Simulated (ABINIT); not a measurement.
# InBiS3 (Pm-3m): zone-centre phonons, part 4 of 4

Which modes does InBiS3 (Pm-3m) have at the zone centre?

ABINIT 10.8.3; DFT LDA, scalar-relativistic, plane waves, HGH norm-conserving pseudopotentials.

So far. Step 7 (Zone-centre response): The acoustic modes at Γ come out as far as 1.7 cm⁻¹ from zero, where they should vanish, a small numerical error. The lowest optical mode is imaginary, 177i cm⁻¹, an instability at this level and on this k mesh. Step 8 (Zone-centre analysis): The rule moves no optical mode by more than 0.1 cm⁻¹. The relaxed cell has a = 4.813 Å (conventional setting).

The structure was built from a prototype and need not be the compound's stable phase.

## (9) Sum rules set otherwise (asr 0)

Without the rule the raw error of the acoustic modes shows.

The input, anaddb.abi:

```
ddb_filepath "gamma_DDB"
output_file "anaddb.abo"
outdata_prefix "anaddb"
asr 0
chneut 0
enunit 2
eivec 1
nph1l 1
qph1l 0.0 0.0 0.0 1.0
```

The input, mrgddb.in:

```
gamma_DDB
merged
2
dfpt_gammao_DDB
gso_DDB
```

Run with:

```sh
$ mrgddb < mrgddb.in > mrgddb.log
$ OMP_NUM_THREADS=1 anaddb anaddb.abi > anaddb.log
```

anaddb.abo, the main output file:

```text
-outvars_anaddb: echo values of input variables ----------------------

 Miscellaneous information :
      enunit         2
       eivec         1
      chneut         0
 First list of wavevector (reduced coord.) :
       nph1l         1
       qph1l
                     0.00000000E+00  0.00000000E+00  0.00000000E+00    1.000E+00

================================================================================

 read the DDB information and perform some checks

  ==== Info on the Cryst% object ====
 Real(R)+Recip(G) space primitive vectors, cartesian coordinates (Bohr,Bohr^-1):
 R(1)=  9.0952445  0.0000000  0.0000000  G(1)=  0.1099476  0.0000000  0.0000000
 R(2)=  0.0000000  9.0952445  0.0000000  G(2)=  0.0000000  0.1099476  0.0000000
 R(3)=  0.0000000  0.0000000  9.0952445  G(3)=  0.0000000  0.0000000  0.1099476
 Unit cell volume ucvol=  7.5239021E+02 bohr^3
 Angles (23,13,12)=  9.00000000E+01  9.00000000E+01  9.00000000E+01 degrees
 Time-reversal symmetry is present
 Reduced atomic positions [iatom, xred, symbol]:
    1)    0.0000000  0.0000000  0.0000000  Bi
    2)    0.5000000  0.5000000  0.5000000  In
    3)    0.5000000  0.5000000  0.0000000   S
    4)    0.5000000  0.0000000  0.5000000   S
    5)    0.0000000  0.5000000  0.5000000   S

 DDB file with 3 blocks has been read.

================================================================================

 Treat the first list of vectors

  Phonon wavevector (reduced coordinates) :  0.00000  0.00000  0.00000
 Phonon energies in Hartree :
  -8.059403E-04 -8.059403E-04 -8.059403E-04 -8.012708E-04 -8.012708E-04
  -8.012708E-04  7.820095E-06  7.820095E-06  7.820096E-06  1.042976E-04
   1.042976E-04  1.042976E-04  1.758668E-03  1.758668E-03  1.758668E-03
 Phonon energies in meV     :
- -2.193075E+01 -2.193075E+01 -2.193075E+01 -2.180369E+01 -2.180369E+01
- -2.180369E+01  2.127956E-01  2.127956E-01  2.127957E-01  2.838081E+00
-  2.838081E+00  2.838081E+00  4.785580E+01  4.785580E+01  4.785580E+01
 Phonon frequencies in cm-1    :
- -1.768834E+02 -1.768834E+02 -1.768834E+02 -1.758586E+02 -1.758586E+02
- -1.758586E+02  1.716312E+00  1.716313E+00  1.716313E+00  2.289067E+01
-  2.289067E+01  2.289067E+01  3.859830E+02  3.859830E+02  3.859830E+02
 Phonon frequencies in Thz     :
- -5.302832E+00 -5.302832E+00 -5.302832E+00 -5.272109E+00 -5.272109E+00
- -5.272109E+00  5.145375E-02  5.145375E-02  5.145376E-02  6.862450E-01
-  6.862450E-01  6.862450E-01  1.157148E+01  1.157148E+01  1.157148E+01
 Phonon energies in Kelvin  :
- -2.544958E+02 -2.544958E+02 -2.544958E+02 -2.530213E+02 -2.530213E+02
- -2.530213E+02  2.469391E+00  2.469391E+00  2.469391E+00  3.293457E+01
-  3.293457E+01  3.293457E+01  5.553435E+02  5.553435E+02  5.553435E+02

 Eigendisplacements
 (will be given, for each mode : in cartesian coordinates
   for each atom the real part of the displacement vector,
   then the imaginary part of the displacement vector - absolute values smaller than 1.0d-7 are set to zero)
  Mode number    1   Energy   -8.059403E-04
 Attention : low frequency mode.
   (Could be unstable or acoustic mode)
-  1  0.00000000E+00  0.00000000E+00  0.00000000E+00
-     0.00000000E+00  0.00000000E+00  0.00000000E+00
-  2  0.00000000E+00  0.00000000E+00  0.00000000E+00
-     0.00000000E+00  0.00000000E+00  0.00000000E+00
-  3  0.00000000E+00  0.00000000E+00  0.00000000E+00
-     0.00000000E+00  0.00000000E+00  0.00000000E+00
-  4  0.00000000E+00  0.00000000E+00  2.92470830E-03
-     0.00000000E+00  0.00000000E+00  0.00000000E+00
-  5  0.00000000E+00  0.00000000E+00 -2.92470830E-03
-     0.00000000E+00  0.00000000E+00  0.00000000E+00
  Mode number    2   Energy   -8.059403E-04
 Attention : low frequency mode.
   (Could be unstable or acoustic mode)
-  1  0.00000000E+00  0.00000000E+00  0.00000000E+00
-     0.00000000E+00  0.00000000E+00  0.00000000E+00
-  2  0.00000000E+00  0.00000000E+00  0.00000000E+00
-     0.00000000E+00  0.00000000E+00  0.00000000E+00
-  3  0.00000000E+00 -2.92470830E-03  0.00000000E+00
-     0.00000000E+00  0.00000000E+00  0.00000000E+00
-  4  0.00000000E+00  0.00000000E+00  0.00000000E+00
-     0.00000000E+00  0.00000000E+00  0.00000000E+00
-  5  0.00000000E+00  2.92470830E-03  0.00000000E+00
-     0.00000000E+00  0.00000000E+00  0.00000000E+00
  Mode number    3   Energy   -8.059403E-04
 Attention : low frequency mode.
   (Could be unstable or acoustic mode)
-  1  0.00000000E+00  0.00000000E+00  0.00000000E+00
-     0.00000000E+00  0.00000000E+00  0.00000000E+00
-  2  0.00000000E+00  0.00000000E+00  0.00000000E+00
-     0.00000000E+00  0.00000000E+00  0.00000000E+00
-  3  2.92470830E-03  0.00000000E+00  0.00000000E+00
-     0.00000000E+00  0.00000000E+00  0.00000000E+00
-  4 -2.92470830E-03  0.00000000E+00  0.00000000E+00
-     0.00000000E+00  0.00000000E+00  0.00000000E+00
-  5  0.00000000E+00  0.00000000E+00  0.00000000E+00
-     0.00000000E+00  0.00000000E+00  0.00000000E+00
  Mode number    4   Energy   -8.012708E-04
 Attention : low frequency mode.
   (Could be unstable or acoustic mode)
-  1  0.00000000E+00  0.00000000E+00 -7.31052544E-04
-     0.00000000E+00  0.00000000E+00  0.00000000E+00
-  2  0.00000000E+00  0.00000000E+00 -2.15634458E-04
-     0.00000000E+00  0.00000000E+00  0.00000000E+00
-  3  0.00000000E+00  0.00000000E+00  3.71359351E-04
-     0.00000000E+00  0.00000000E+00  0.00000000E+00
-  4  0.00000000E+00  0.00000000E+00  2.58073594E-03
-     0.00000000E+00  0.00000000E+00  0.00000000E+00
-  5  0.00000000E+00  0.00000000E+00  2.58073594E-03
-     0.00000000E+00  0.00000000E+00  0.00000000E+00
  Mode number    5   Energy   -8.012708E-04
 Attention : low frequency mode.
   (Could be unstable or acoustic mode)
-  1  0.00000000E+00  7.31052544E-04  0.00000000E+00
-     0.00000000E+00  0.00000000E+00  0.00000000E+00
-  2  0.00000000E+00  2.15634458E-04  0.00000000E+00
-     0.00000000E+00  0.00000000E+00  0.00000000E+00
-  3  0.00000000E+00 -2.58073594E-03  0.00000000E+00
-     0.00000000E+00  0.00000000E+00  0.00000000E+00
-  4  0.00000000E+00 -3.71359351E-04  0.00000000E+00
-     0.00000000E+00  0.00000000E+00  0.00000000E+00
-  5  0.00000000E+00 -2.58073594E-03  0.00000000E+00
-     0.00000000E+00  0.00000000E+00  0.00000000E+00
  Mode number    6   Energy   -8.012708E-04
 Attention : low frequency mode.
   (Could be unstable or acoustic mode)
-  1  7.31052544E-04  0.00000000E+00  0.00000000E+00
-     0.00000000E+00  0.00000000E+00  0.00000000E+00
-  2  2.15634458E-04  0.00000000E+00  0.00000000E+00
-     0.00000000E+00  0.00000000E+00  0.00000000E+00
-  3 -2.58073594E-03  0.00000000E+00  0.00000000E+00
-     0.00000000E+00  0.00000000E+00  0.00000000E+00
-  4 -2.58073594E-03  0.00000000E+00  0.00000000E+00
-     0.00000000E+00  0.00000000E+00  0.00000000E+00
-  5 -3.71359351E-04  0.00000000E+00  0.00000000E+00
-     0.00000000E+00  0.00000000E+00  0.00000000E+00
  Mode number    7   Energy    7.820095E-06
 Attention : low frequency mode.
   (Could be unstable or acoustic mode)
-  1  0.00000000E+00  0.00000000E+00 -1.14165454E-03
-     0.00000000E+00  0.00000000E+00  0.00000000E+00
-  2  0.00000000E+00  0.00000000E+00 -1.14477804E-03
-     0.00000000E+00  0.00000000E+00  0.00000000E+00
-  3  0.00000000E+00  0.00000000E+00 -1.14413662E-03
-     0.00000000E+00  0.00000000E+00  0.00000000E+00
-  4  0.00000000E+00  0.00000000E+00 -1.14276415E-03
-     0.00000000E+00  0.00000000E+00  0.00000000E+00
-  5  0.00000000E+00  0.00000000E+00 -1.14276415E-03
-     0.00000000E+00  0.00000000E+00  0.00000000E+00
  Mode number    8   Energy    7.820095E-06
 Attention : low frequency mode.
   (Could be unstable or acoustic mode)
-  1  0.00000000E+00 -1.14165454E-03  0.00000000E+00
-     0.00000000E+00  0.00000000E+00  0.00000000E+00
-  2  0.00000000E+00 -1.14477804E-03  0.00000000E+00
-     0.00000000E+00  0.00000000E+00  0.00000000E+00
-  3  0.00000000E+00 -1.14276415E-03  0.00000000E+00
-     0.00000000E+00  0.00000000E+00  0.00000000E+00
-  4  0.00000000E+00 -1.14413662E-03  0.00000000E+00
-     0.00000000E+00  0.00000000E+00  0.00000000E+00
-  5  0.00000000E+00 -1.14276415E-03  0.00000000E+00
-     0.00000000E+00  0.00000000E+00  0.00000000E+00
  Mode number    9   Energy    7.820096E-06
 Attention : low frequency mode.
   (Could be unstable or acoustic mode)
-  1  1.14165454E-03  0.00000000E+00  0.00000000E+00
-     0.00000000E+00  0.00000000E+00  0.00000000E+00
-  2  1.14477804E-03  0.00000000E+00  0.00000000E+00
-     0.00000000E+00  0.00000000E+00  0.00000000E+00
-  3  1.14276415E-03  0.00000000E+00  0.00000000E+00
-     0.00000000E+00  0.00000000E+00  0.00000000E+00
-  4  1.14276415E-03  0.00000000E+00  0.00000000E+00
-     0.00000000E+00  0.00000000E+00  0.00000000E+00
-  5  1.14413662E-03  0.00000000E+00  0.00000000E+00
-     0.00000000E+00  0.00000000E+00  0.00000000E+00
  Mode number   10   Energy    1.042976E-04
-  1  0.00000000E+00  0.00000000E+00  8.86812797E-04
-     0.00000000E+00  0.00000000E+00  0.00000000E+00
-  2  0.00000000E+00  0.00000000E+00 -1.67614840E-03
-     0.00000000E+00  0.00000000E+00  0.00000000E+00
-  3  0.00000000E+00  0.00000000E+00 -1.04652364E-03
-     0.00000000E+00  0.00000000E+00  0.00000000E+00
-  4  0.00000000E+00  0.00000000E+00  6.43144418E-04
-     0.00000000E+00  0.00000000E+00  0.00000000E+00
-  5  0.00000000E+00  0.00000000E+00  6.43144418E-04
-     0.00000000E+00  0.00000000E+00  0.00000000E+00
  Mode number   11   Energy    1.042976E-04
-  1  0.00000000E+00 -8.86812797E-04  0.00000000E+00
-     0.00000000E+00  0.00000000E+00  0.00000000E+00
-  2  0.00000000E+00  1.67614840E-03  0.00000000E+00
-     0.00000000E+00  0.00000000E+00  0.00000000E+00
-  3  0.00000000E+00 -6.43144418E-04  0.00000000E+00
-     0.00000000E+00  0.00000000E+00  0.00000000E+00
-  4  0.00000000E+00  1.04652364E-03  0.00000000E+00
-     0.00000000E+00  0.00000000E+00  0.00000000E+00
-  5  0.00000000E+00 -6.43144418E-04  0.00000000E+00
-     0.00000000E+00  0.00000000E+00  0.00000000E+00
  Mode number   12   Energy    1.042976E-04
-  1  8.86812797E-04  0.00000000E+00  0.00000000E+00
-     0.00000000E+00  0.00000000E+00  0.00000000E+00
-  2 -1.67614840E-03  0.00000000E+00  0.00000000E+00
-     0.00000000E+00  0.00000000E+00  0.00000000E+00
-  3  6.43144418E-04  0.00000000E+00  0.00000000E+00
-     0.00000000E+00  0.00000000E+00  0.00000000E+00
-  4  6.43144418E-04  0.00000000E+00  0.00000000E+00
-     0.00000000E+00  0.00000000E+00  0.00000000E+00
-  5 -1.04652364E-03  0.00000000E+00  0.00000000E+00
-     0.00000000E+00  0.00000000E+00  0.00000000E+00
  Mode number   13   Energy    1.758668E-03
-  1  0.00000000E+00  0.00000000E+00  2.79457664E-05
-     0.00000000E+00  0.00000000E+00  0.00000000E+00
-  2  0.00000000E+00  0.00000000E+00  7.81824673E-04
-     0.00000000E+00  0.00000000E+00  0.00000000E+00
-  3  0.00000000E+00  0.00000000E+00 -3.81649959E-03
-     0.00000000E+00  0.00000000E+00  0.00000000E+00
-  4  0.00000000E+00  0.00000000E+00  4.17343921E-04
-     0.00000000E+00  0.00000000E+00  0.00000000E+00
-  5  0.00000000E+00  0.00000000E+00  4.17343921E-04
-     0.00000000E+00  0.00000000E+00  0.00000000E+00
  Mode number   14   Energy    1.758668E-03
-  1  0.00000000E+00  2.79457662E-05  0.00000000E+00
-     0.00000000E+00  0.00000000E+00  0.00000000E+00
-  2  0.00000000E+00  7.81824669E-04  0.00000000E+00
-     0.00000000E+00  0.00000000E+00  0.00000000E+00
-  3  0.00000000E+00  4.17343919E-04  0.00000000E+00
-     0.00000000E+00  0.00000000E+00  0.00000000E+00
-  4  0.00000000E+00 -3.81649957E-03  0.00000000E+00
-     0.00000000E+00  0.00000000E+00  0.00000000E+00
-  5 -4.03994962E-07  4.17343919E-04  0.00000000E+00
-     0.00000000E+00  0.00000000E+00  0.00000000E+00
  Mode number   15   Energy    1.758668E-03
-  1  2.79457662E-05  0.00000000E+00  0.00000000E+00
-     0.00000000E+00  0.00000000E+00  0.00000000E+00
-  2  7.81824669E-04  0.00000000E+00  0.00000000E+00
-     0.00000000E+00  0.00000000E+00  0.00000000E+00
-  3  4.17343919E-04  0.00000000E+00  0.00000000E+00
-     0.00000000E+00  0.00000000E+00  0.00000000E+00
-  4  4.17343919E-04  4.03994962E-07  0.00000000E+00
-     0.00000000E+00  0.00000000E+00  0.00000000E+00
-  5 -3.81649957E-03  0.00000000E+00  0.00000000E+00
-     0.00000000E+00  0.00000000E+00  0.00000000E+00

 Analysis of degeneracies and characters (maximum tolerance=1.00E-06 a.u.)
 For each vibration mode, or group of modes if degenerate,
 the characters are given for each symmetry operation (see the list in the log file).
 Symmetry characters of vibration mode #   1
       degenerate with vibration modes #   2 to    3
  3.0 -3.0 -1.0  1.0 -1.0  1.0 -1.0  1.0 -1.0  1.0  1.0 -1.0 -1.0  1.0  1.0 -1.0
  0.0 -0.0  0.0 -0.0 -0.0  0.0 -0.0  0.0 -1.0  1.0  1.0 -1.0  1.0 -1.0 -1.0  1.0
  0.0 -0.0 -0.0  0.0 -0.0  0.0  0.0 -0.0 -1.0  1.0 -1.0  1.0  1.0 -1.0  1.0 -1.0
 Symmetry characters of vibration mode #   4
       degenerate with vibration modes #   5 to    6
  3.0 -3.0 -1.0  1.0 -1.0  1.0 -1.0  1.0  1.0 -1.0 -1.0  1.0  1.0 -1.0 -1.0  1.0
 -0.0  0.0  0.0 -0.0 -0.0  0.0  0.0 -0.0  1.0 -1.0 -1.0  1.0 -1.0  1.0  1.0 -1.0
 -0.0  0.0 -0.0  0.0  0.0 -0.0  0.0 -0.0  1.0 -1.0  1.0 -1.0 -1.0  1.0 -1.0  1.0
 Symmetry characters of vibration mode #   7
       degenerate with vibration modes #   8 to    9
  3.0 -3.0 -1.0  1.0 -1.0  1.0 -1.0  1.0  1.0 -1.0 -1.0  1.0  1.0 -1.0 -1.0  1.0
  0.0 -0.0  0.0 -0.0 -0.0  0.0 -0.0  0.0  1.0 -1.0 -1.0  1.0 -1.0  1.0  1.0 -1.0
  0.0 -0.0 -0.0  0.0 -0.0  0.0  0.0 -0.0  1.0 -1.0  1.0 -1.0 -1.0  1.0 -1.0  1.0
 Symmetry characters of vibration mode #  10
       degenerate with vibration modes #  11 to   12
  3.0 -3.0 -1.0  1.0 -1.0  1.0 -1.0  1.0  1.0 -1.0 -1.0  1.0  1.0 -1.0 -1.0  1.0
 -0.0  0.0 -0.0  0.0  0.0 -0.0  0.0 -0.0  1.0 -1.0 -1.0  1.0 -1.0  1.0  1.0 -1.0
 -0.0  0.0  0.0 -0.0  0.0 -0.0 -0.0  0.0  1.0 -1.0  1.0 -1.0 -1.0  1.0 -1.0  1.0
 Symmetry characters of vibration mode #  13
       degenerate with vibration modes #  14 to   15
  3.0 -3.0 -1.0  1.0 -1.0  1.0 -1.0  1.0  1.0 -1.0 -1.0  1.0  1.0 -1.0 -1.0  1.0
  0.0 -0.0  0.0 -0.0 -0.0  0.0 -0.0  0.0  1.0 -1.0 -1.0  1.0 -1.0  1.0  1.0 -1.0
  0.0 -0.0 -0.0  0.0 -0.0  0.0  0.0 -0.0  1.0 -1.0  1.0 -1.0 -1.0  1.0 -1.0  1.0
-
```

Elapsed: 0.51 s, on 1 thread of Arm Neoverse V1, shared host.

Zone-centre frequencies as printed; negative means imaginary. Modes:

| mode | frequency (cm⁻¹) |
| --- | --- |
| 1 | -176.9 |
| 2 | -176.9 |
| 3 | -176.9 |
| 4 | -175.9 |
| 5 | -175.9 |
| 6 | -175.9 |
| 7 | 1.72 |
| 8 | 1.72 |
| 9 | 1.72 |
| 10 | 22.89 |
| 11 | 22.89 |
| 12 | 22.89 |
| 13 | 386 |
| 14 | 386 |
| 15 | 386 |

## (10) Outcome

| Property | Result |
| --- | --- |
| space group after relaxation | Pm-3m |
| volume per atom | 22.3 Å³ |
| highest optical zone-centre mode (no LO-TO term) | 386.0 cm⁻¹ |
| lowest optical zone-centre mode | -176.9 cm⁻¹ |
| imaginary optical modes at the zone centre (no q mesh in this session) | yes |

In words: At the LDA level the optical modes of InBiS3 (Pm-3m) at the zone centre run from 177i to 386 cm⁻¹, so the structure is a saddle point, with 6 modes beyond 10i cm⁻¹ there. The base run prints -0.51 GPa, mostly the error of a finite basis; the relaxation, with a smoothed and higher cutoff, had brought the cell to rest. These are harmonic frequencies at zero temperature: anharmonic shifts and linewidths and thermal expansion are left out. Spin-orbit coupling is left out, which can matter for the heavy elements here. The HGH files keep few electrons and have no core correction, which is cheap but rough for Bi and In. In a metal the frequencies hang on the k mesh and the smearing, most of all near Kohn anomalies. The structure is a hypothetical one, built on a prototype.

[Host names and launcher messages were left out of these logs when they were recorded.]

[Logs are printed without paths, hosts, clocks, repeated set-up lines and the standing remarks that a program may print on its own settings, such as how far it seeks lower states.]

[Hosts, paths, dates, database ids (printed as entryN), source tags and the programs' standing remarks are cut or masked in the printed files.]
